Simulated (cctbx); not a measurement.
# Diagnosing a refinement

Cell a = 6.3890 Å, b = 6.3890 Å, c = 17.9070 Å, α = 90.00°, β = 90.00°, γ = 120.00°; space group P3_1 (no. 144). The compound is NbAg2Cl5O.

The data are simulated with cctbx, not measured: Cu Kα, λ = 1.54184 Å, to d = 0.83 Å, 95 % of the full sphere, strongest reflection 5000 counts, noise from counting, a 2 % proportional error and a noise floor of 15 counts (s.d.); no absorption, and some extinction, which the refinements don't model.

An anisotropic refinement with weights 1/σ² prints:

```text
Rint 0.079, 1551 unique reflections to 0.83 A
cycle     R1     wR2    GooF  max shift (A)
   1  0.0583  0.0936   1.303   0.03765
   5  0.0519  0.0816   1.135   0.00022
final R1 0.0519 wR2 0.0816 GooF 1.135  parameters 72  data/parameter 21.5
atom        x        y        z      Ueq    occ   su(xyz)  su(Uiso or U11)
Ag1    0.33391  0.66400  0.83525   0.0137  1.000  0.00062  0.0015
Ag2    0.99374  0.98408  0.83862   0.0112  1.000  0.00084  0.0014
Nb1    0.67573  0.36651  0.67412   0.0120  1.000  0.00108  0.0014
Cl1    0.34135  0.33097  0.91758   0.0116  1.000  0.00146  0.0028
Cl2    0.35433  0.33250  0.58576   0.0105  1.000  0.00140  0.0035
Cl3    0.34972  0.33244  0.25337   0.0105  1.000  0.00126  0.0032
Cl4    0.34248  0.01617  0.75025   0.0150  1.000  0.00157  0.0040
Cl5    0.33449  0.00576  0.42015   0.0236  1.000  0.00193  0.0050
difference map: max 6.20 min -2.17 rms 0.60
Q1    0.3726  0.0322  0.0858    3    6.27  2.22 A from Nb1
Q2    0.1836  0.7589  0.9827    3    2.14  1.58 A from Cl3
Q3    0.0340  0.8823  0.6983    3    2.13  1.95 A from Cl4
Q4    0.0196  0.6294  0.2019    3    2.08  0.96 A from Cl2
Q5    0.0241  0.3337  0.9053    3    2.06  2.05 A from Cl1
Q6    0.4436  0.2569  0.0380    3    1.98  1.22 A from Nb1
```

Q: Accept it or mend it, and why?

Mend it. The fault: an atom left out, O at (0.3522, 0.0160, 0.0832). Against the right model at the same level, R1 goes from 0.0461 to 0.0519 and GooF from 0.94 to 1.14 and the top difference peak, 6.3 e/Å³, lies 2.22 Å from Nb1. Q1 is the missing atom. With scattering power missing, scale and phases suffer, so peaks may also grow on the heavy atoms.

The compound is NbAg2Cl5O. The right model at the same level gives:

```text
Rint 0.079, 1551 unique reflections to 0.83 A
cycle     R1     wR2    GooF  max shift (A)
   1  0.0482  0.0703   0.981   0.01522
   8  0.0461  0.0676   0.943   0.00092
final R1 0.0461 wR2 0.0676 GooF 0.943  parameters 81  data/parameter 19.1
atom        x        y        z      Ueq    occ   su(xyz)  su(Uiso or U11)
Ag1    0.33708  0.66499  0.83524   0.0125  1.000  0.00067  0.0014
Ag2    0.99257  0.98579  0.83850   0.0119  1.000  0.00077  0.0012
Nb1    0.67662  0.36841  0.67454   0.0098  1.000  0.00107  0.0014
Cl1    0.34007  0.33433  0.91718   0.0160  1.000  0.00148  0.0037
Cl2    0.35358  0.33212  0.58561   0.0140  1.000  0.00145  0.0037
Cl3    0.34906  0.33390  0.25282   0.0158  1.000  0.00152  0.0038
Cl4    0.34474  0.01723  0.74881   0.0145  1.000  0.00143  0.0037
Cl5    0.33589  0.00519  0.42122   0.0254  1.000  0.00180  0.0051
O1     0.35988  0.01957  0.08641   0.0200  1.000  0.00454  0.0149
Flack x: -0.10(6)
Hooft y: -0.080(63)  Bijvoet pairs: 775
difference map: max 1.93 min -1.90 rms 0.48
Q1    0.0156  0.6102  0.2009    3    2.02  1.01 A from Cl2
Q2    0.2726  0.1018  0.4949    3    1.95  1.58 A from Ag2
Q3    0.0018  0.1617  0.1433    3    1.95  1.15 A from Ag2
Q4    0.1851  0.7870  0.5500    3    1.86  1.23 A from Cl1
Q5    0.2859  0.5549  0.9597    3    1.82  1.78 A from Cl1
Q6    0.4959  0.4067  0.3260    3    1.77  1.54 A from Cl3
```

The model was made for the exercise: a known structure type with other elements put in, its volume estimated, not relaxed; displacement parameters are assumed.

[Middle refinement cycles are left out of these outputs.]

[Logs are printed without paths, hosts, clocks, repeated set-up lines and the standing remarks that a program may print on its own settings, such as how far it seeks lower states.]
